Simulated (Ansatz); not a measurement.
**From LDA to G0W0: Ba2ClF3 (P-3m1)**

How far does one-shot GW move the LDA gap of Ba2ClF3 (P-3m1)?

Program: Ansatz 0.2.0. Level of theory: LDA, then G0W0 on it, plane waves, PAW. Results are calculated unless marked as measured.

**1. The structure**

The structure is trigonal, space group P-3m1 (No. 164). The conventional cell has a = 4.498 Å, b = 4.498 Å, c = 7.501 Å, α = 90.00°, β = 90.00°, γ = 120.00°. Nearest to Ba lie 7 F at 2.61 to 3.00 Å and 3 Cl at 3.43 Å. Nearest to Cl lie 6 Ba at 3.43 Å. F has 6 F at 2.87 Å and 6 Ba at 3.00 Å nearest. Nearest to F lie 4 Ba at 2.61 to 2.74 Å. Farther neighbours and most contacts between anions are not listed.

The cell and positions are those that the Materials Project relaxed with its own functionals (PBE, PBE+U or r2SCAN), kept fixed. At the settings of the band run the largest force is still 0.35 eV/Å. Spin-orbit coupling is left out unless a step names it. The default PAW set here is soft_2. Its files were made with PBE.

**2. The LDA band structure**

Levels along a band path and on the mesh show where this functional puts the band edges.

This step: DFT, LDA, plane waves, PAW.

The input, input.yaml:

```yaml
crystal:
  lattice:
    - [4.4976579259, 0.0, 0.0]
    - [-2.248828963, 3.8950860214, 0.0]
    - [0.0, 0.0, 7.500756]
  atoms:
    - { symbol: Ba, position: [0.66666667, 0.33333333, 0.201239] }
    - { symbol: Ba, position: [0.33333333, 0.66666667, 0.798761] }
    - { symbol: Cl, position: [0.0, 0.0, 0.5] }
    - { symbol: F, position: [0.0, 0.0, 0.0] }
    - { symbol: F, position: [0.66666667, 0.33333333, 0.835733] }
    - { symbol: F, position: [0.33333333, 0.66666667, 0.164267] }
kpoints:
  mp_grid: { grid: [6, 6, 4] }
  band_path:
    path:
      - [[0.0, 0.0, 0.0], [0.5, 0.0, 0.0], [0.33333333, 0.33333333, 0.0], [0.0, 0.0, 0.0], [0.0, 0.0, 0.5], [0.5, 0.0, 0.5], [0.33333333, 0.33333333, 0.5], [0.0, 0.0, 0.5]]
      - [[0.5, 0.0, 0.5], [0.5, 0.0, 0.0]]
      - [[0.33333333, 0.33333333, 0.5], [0.33333333, 0.33333333, 0.0]]
    npoints: 10
hamiltonian:
  xc: lda
scf:
  occupations: { method: fermi_dirac, width: 0.02 }
  n_extra_bands: 6
output:
  eigenvalues: true
  forces: true
  stress: true
  write_density: true
  write_potential: true
  elf: true
  volumetric_format: npy
```

Run with:

```sh
$ ansatz run input.yaml --threads 8 --pin off --max-ram 18432MiB --backend cpu --events-out ev --progress --plain --runs-dir out
```

Numbers of over 12 decimals in the logs are rounded to 6 here.

The log of the run:

```text
scf.n_extra_bands = 6 over 24 filled bands (N_el = 48.0): the run solves 30 bands
Engine: ansatz 0.2.0, aarch64-unknown-linux-gnu
Pseudopotentials: kind: paw
Pseudopotential: Ba, paw, valence charge 10, recommended cutoff 420 eV (normal), Ba.paw.azcp
Pseudopotential: Cl, paw, valence charge 7, recommended cutoff 420 eV (normal), Cl.paw.azcp
Pseudopotential: F, paw, valence charge 7, recommended cutoff 420 eV (normal), F.paw.azcp
Functional definition: SPW92
  exchange = slater_x
  correlation = pw_c
Crystal: 6 atoms, lattice volume = 131.404 Å³
Basis set: ecut = 420 eV, 2575 PW (Γ)
Bands: 30, of which v1, the nominal top of the filled ones, is band 24 counted from 1 (23 counted from 0)
Symmetry: 12 space group operations
Space group: P-3m1 (ITA 164), of the structure as read, at distance tolerance 5.1e-5 Å
k-points: 24 of 144
Non-local potential: Ba, projectors of the file, l = 0: 3, l = 1: 2, l = 2: 2, l = 3: 2
Non-local potential: Cl, projectors of the file, l = 0: 2, l = 1: 2, l = 2: 2
Non-local potential: F, projectors of the file, l = 0: 2, l = 1: 2, l = 2: 1
PAW form: soft (Blöchl's): semilocal exchange-correlation on the pseudo side does not see the compensation charge
PAW frozen core: Ba, regenerated for the run's functional, and the local potential with it (the file was generated under x = pbe(κ = 0.804, μ = 0.219515), c = pbe(β = 0.066725))
PAW frozen core: Cl, regenerated for the run's functional, and the local potential with it (the file was generated under x = pbe(κ = 0.804, μ = 0.219515), c = pbe(β = 0.066725))
PAW frozen core: F, regenerated for the run's functional, and the local potential with it (the file was generated under x = pbe(κ = 0.804, μ = 0.219515), c = pbe(β = 0.066725))
PAW one-centre angular grid: Ba, 194 points (default); XC on 64 Gauss nodes
PAW one-centre angular grid: Cl, 110 points (default); XC on 64 Gauss nodes
PAW one-centre angular grid: F, 110 points (default); XC on 64 Gauss nodes
Initial density: superposition of atomic densities (neutral atoms: chi_scale 0, normalization atom), corrected by the library's trained network
Initial wavefunctions: pseudopotential atomic-orbital guess
Functional: x = slater, c = lda
SCF iter   1: F=—  HF=-14997.468410 eV  |F-HF|=—  |Δ(HF+E_count)|=         —  Δρ=1.34e-2  dr2=1.81e-1  ethr=1.77e-3  ⟨swp⟩=8.6  Hψ=4052  notcnv=0
preconditioner: auto → Resta (q_TF=auto, 2.307 Å⁻¹)  ε∞=3.5  [insulator: Δε(μ)=5.241 eV  Ē_g=13.705 eV  σ=0.020 eV  W_gap=1.00  n_scr=22 (ndim 8)  ℏωp=21.5 eV  f_vac=0.049  D(μ)=0.00/eV (n_scr^D=0)  ε∞_Penn≈3.5]
SCF iter   2: F=—  HF=-14997.418896 eV  |F-HF|=—  |Δ(HF+E_count)|=   4.95e-2  Δρ=4.46e-3  dr2=1.25e-2  ethr=3.77e-4  ⟨swp⟩=2.7  Hψ=1582  notcnv=0  defer=32
SCF iter   3: F=—  HF=-14997.415920 eV  |F-HF|=—  |Δ(HF+E_count)|=   2.98e-3  Δρ=1.71e-3  dr2=3.11e-3  ethr=2.61e-5  ⟨swp⟩=2.1  Hψ=1283  notcnv=0  defer=32
SCF iter   4: F=—  HF=-14997.415240 eV  |F-HF|=—  |Δ(HF+E_count)|=   6.80e-4  Δρ=5.80e-4  dr2=4.23e-4  ethr=6.48e-6  ⟨swp⟩=2.2  Hψ=1002  notcnv=0  defer=32
SCF iter   5: F=—  HF=-14997.415153 eV  |F-HF|=—  |Δ(HF+E_count)|=   8.70e-5  Δρ=2.30e-4  dr2=4.97e-5  ethr=8.81e-7  ⟨swp⟩=2.1  Hψ=1072  notcnv=0  defer=32
SCF iter   6: F=—  HF=-14997.415143 eV  |F-HF|=—  |Δ(HF+E_count)|=   9.73e-6  Δρ=4.96e-5  dr2=3.36e-6  ethr=1.04e-7  ⟨swp⟩=2.0  Hψ=1192  notcnv=0  defer=32
SCF iter   7: F=—  HF=-14997.415143 eV  |F-HF|=—  |Δ(HF+E_count)|=   4.80e-7  Δρ=1.33e-5  dr2=1.80e-7  ethr=6.99e-9  ⟨swp⟩=2.4  Hψ=1151  notcnv=0  defer=32
SCF iter   8: F=-14997.415143 eV  HF=-14997.415143 eV  |F-HF|=3.29e-9  |Δ(HF+E_count)|=   1.14e-8  Δρ=2.17e-6  dr2=6.75e-9  ethr=2.08e-10  ⟨swp⟩=14.0  Hψ=5879  notcnv=0
SCF 1 converged in 8 iterations: F = -14997.415143 eV  dr2 = 6.75e-9
  greatest PAW one-centre occupation: 0.955 electrons in one spin orbital (limit 2), on the Ba atom at site 1 (counted from 0), in its partial waves of l = 0
NSCF: frozen V_eff on 93 k-points
SCF converged after 8 iterations
Free energy (F): -14997.415143 eV
Harris-Foulkes:  -14997.415143 eV  (|F-HF|=3.29e-9)
Internal energy: -14997.415143 eV  (E = F + TS)
E sigma→0 (E₀):  -14997.415143 eV
Fermi energy:    6.278865 eV
--- Per-component energies (eV) ---
  E_band       = -200.911150
  E_kinetic    = 1111.513673
  E_local      = -3046.023514  (includes V_loc(G=0)·N_el)
  E_nonlocal   = 376.409442
  E_hartree    = 1165.195809
  E_xc         = -674.992086
  E_vxc        = -697.734824  (∫ρ·V_xc dr)
  E_paw        = -11302.136047  (= ΣΔE_a)
  E_vpaw       = -275.469360  (= ΣTr[D̂ρ^β])
  E_aug_tail   = 0.006161  (compensation charges beyond the density's cutoff)
  E_ewald      = -2628.483858
  E_core_change = 1.095278  (= ΣΔE_core)
  E_smearing   = -0.000000  (= −TS)
  E_closure    = 0.000000  (closes the sum)
  Σ components = -14997.415143   (vs F -14997.415143, Δ=0.00e0)
--- Forces (eV/Å), atoms counted from 1 ---
  atom   1  Ba    -0.00000000    -0.00000000    -0.35024398
  atom   2  Ba     0.00000000     0.00000000     0.35024398
  atom   3  Cl     0.00000000    -0.00000000     0.00000000
  atom   4  F      0.00000000     0.00000000     0.00000000
  atom   5  F      0.00000000    -0.00000000     0.13437898
  atom   6  F     -0.00000000     0.00000000    -0.13437898
  max |Σ_I F_I| component: 4.63e-18 eV/Å
--- Stress (GPa, compression-positive) ---
       -6.559534       0.000000      -0.000000
        0.000000      -6.559534      -0.000000
       -0.000000      -0.000000      -5.304815
  P = ⅓ Tr σ = -6.1413 GPa (-61.413 kbar)
--- Band table (eV; the first three rows and the last of 24) ---
  k-point 0: bands = [... 20 lower, 3.1357, 3.5382, 3.5382, 3.5640, 8.9764, 10.4580, 10.6377, 10.6377, ... 2 higher]
  k-point 1: bands = [... 20 lower, 3.1957, 3.3616, 3.5024, 3.5024, 9.3023, 10.6463, 10.8643, 10.8643, ... 2 higher]
  k-point 2: bands = [... 20 lower, 3.2756, 3.2756, 3.4460, 3.4460, 9.7139, 11.0327, 11.3656, 11.4280, ... 2 higher]
  k-point 23: bands = [... 20 lower, 3.1493, 3.1493, 3.2205, 3.2205, 10.8190, 11.2369, 11.2639, 11.2639, ... 2 higher]
```

Wall time 8.1 s (8 threads of Arm Neoverse N1, shared host); peak memory 0.56 GiB; 32 s of CPU time.

Reading the cycles: dr2 is the Hartree energy of the density residual (eV), the measure of convergence; HF is the Harris–Foulkes estimate of the energy, which meets the free energy F at convergence.

Numbers from this step:

| Property | Result |
| --- | --- |
| pressure | -6.141 GPa |
| filled bands | 24 |
| gap | 5.412 eV |
| valence top at | Γ |
| conduction bottom at | Γ |
| least direct gap | 5.412 eV |

Over mesh and path the gap is 5.412 eV, direct, at k = Γ. The pressure in this cell is -6 GPa; the cell is kept.

The electronic bands at the labelled points (eV, zero at the top of the highest nominally filled band):

```csv
point,band 21,band 22,band 23,band 24,band 25,band 26,band 27,band 28
Γ,-0.43,-0.03,-0.03,0.00,5.41,6.89,7.07,7.07
halfway,-0.50,-0.44,-0.15,-0.11,6.28,7.16,7.47,7.49
M,-0.56,-0.34,-0.31,-0.22,6.37,6.93,7.89,7.92
halfway,-0.50,-0.36,-0.34,-0.24,6.63,6.79,7.72,7.76
K,-0.57,-0.35,-0.35,-0.27,6.59,7.15,7.47,7.47
halfway,-0.47,-0.44,-0.21,-0.12,6.49,7.27,7.33,7.58
Γ,-0.43,-0.03,-0.03,0.00,5.41,6.89,7.07,7.07
halfway,-0.37,-0.20,-0.06,-0.06,5.74,7.08,7.30,7.30
A,-0.29,-0.29,-0.12,-0.12,6.15,7.47,7.80,7.86
halfway,-0.41,-0.29,-0.24,-0.21,6.56,7.40,7.54,7.80
L,-0.48,-0.47,-0.38,-0.35,6.81,7.40,7.45,7.52
halfway,-0.48,-0.42,-0.37,-0.35,7.13,7.31,7.61,7.62
H,-0.41,-0.41,-0.34,-0.34,7.25,7.67,7.70,7.70
halfway,-0.40,-0.30,-0.29,-0.26,6.72,7.26,7.45,8.03
A,-0.29,-0.29,-0.12,-0.12,6.15,7.47,7.80,7.86
jump to L,-0.48,-0.47,-0.38,-0.35,6.81,7.40,7.45,7.52
halfway,-0.54,-0.37,-0.33,-0.29,6.56,7.09,7.60,7.70
M,-0.56,-0.34,-0.31,-0.22,6.37,6.93,7.89,7.92
jump to H,-0.41,-0.41,-0.34,-0.34,7.25,7.67,7.70,7.70
halfway,-0.49,-0.35,-0.35,-0.35,6.86,7.31,7.60,7.60
K,-0.57,-0.35,-0.35,-0.27,6.59,7.15,7.47,7.47
```

ELF in the ac plane at fractional y = 0.000, with atoms of Cl and F within 0.2 Å of it. It is the smooth field of the valence electrons, not physical close to the nuclei.

Ten even steps from '0' (0.01) to '9' (0.86), each cell a mean:
```
78840000001698
98620000000479
76300000000146
21000111100012
00000122110000
00000122100000
43100011100024
87520000000368
99962000003799
99985100037999
58997300048997
37997300158996
89996200037999
99973000015899
98730000001589
65300001000145
11000112100001
00000122110000
10000111100001
54100011000025
88510000000378
89830000001588
58851000002797
```
Columns run along a (4.5 Å), rows up along c (7.5 Å). Atoms in or near the plane, at fractional coordinates: Cl at (0.00, 0.50), F at (0.00, 0.00).

Electrostatic potential energy in the ac plane at fractional y = 0.000, with atoms of Cl and F within 0.2 Å of it. With pseudopotentials it is smooth inside the atoms' cores, unlike the true potential.

Values in eV, 23 rows by 14 columns, each cell a mean:
```
-34 -25   3  11  10   9   8   8   8   9  10  10  -8 -31
-13  -2  10  11   9   8   7   7   7   9  10  11   7  -7
 10  11  11  10   8   7   5   5   6   7   9  10  11  11
 11  11  10   9   7   5   3   3   4   6   8  10  11  11
 11  11  10   9   7   5   3   2   3   6   7   9  10  11
 11  10  10   9   7   5   4   3   4   6   8   9  10  10
 10  10  10   9   8   7   6   5   6   7   8   9  10  10
  8   9   9   9   9   8   7   7   8   8   9  10   9   8
 -3   1   7   9  10   9   9   9   9   9  10   9   5  -1
-31 -23  -3   8  10  10  10  10  10  10   9   5 -11 -27
-36 -34 -16   5  10  10  10  10  10  10   9  -1 -26 -36
-36 -35 -20   5   9  10  10  10  10  10   9  -2 -29 -36
-35 -29  -8   7  10  10  10  10  10  10   9   3 -18 -33
-16  -7   4   9  10   9   9   9   9  10  10   7   0 -11
  6   7   9   9   9   8   8   8   8   9   9   9   8   7
 10  10  10   9   8   7   6   6   7   8   9  10  10  10
 11  10  10   9   7   6   5   4   5   6   8   9  10  10
 11  10  10   8   7   5   3   3   4   6   8   9  10  11
 11  11  10   9   7   5   3   3   4   6   8   9  10  11
 11  11  11   9   8   6   4   4   5   7   9  10  11  11
  0   6  11  10   9   8   6   6   7   8  10  11  10   3
-29 -18   6  11  10   9   8   8   8   9  10  11  -2 -24
-36 -29  -1  11  10   9   8   8   9  10  11  10 -14 -34
```
Columns run along a (4.5 Å; values clipped at the 3rd and 97th percentile), rows up along c (7.5 Å). Atoms in or near the plane, at fractional coordinates: Cl at (0.00, 0.50), F at (0.00, 0.00).

[end of part 1 of 2]

[Paths, hosts, dates, memory and timing lines, banners, echoed tables and standing remarks are left out of the program output.]

[Logs are printed without paths, hosts, clocks, repeated set-up lines and the standing remarks that a program may print on its own settings, such as how far it seeks lower states.]

[Runs of the session that timed out or met a known fault of the program may be left out.]

[Cells called generated may have been cut or substituted from an entry of the Crystallography Open Database or the Materials Project.]

[Hosts, paths, dates, database ids (printed as entryN), source tags and the programs' standing remarks are cut or masked in the printed files.]

[Where an RPA ε∞ is given, it is that of the G0W0 mesh and is not shown converged in it. Names of k-points follow the symmetry that the program found, which can be lower than the space group named. Band edges on a path are those of the sampled points; other points can move an edge, and change direct to indirect where valleys lie close.]

[Hybrid gaps are those of their k-mesh and are not shown converged in it.]
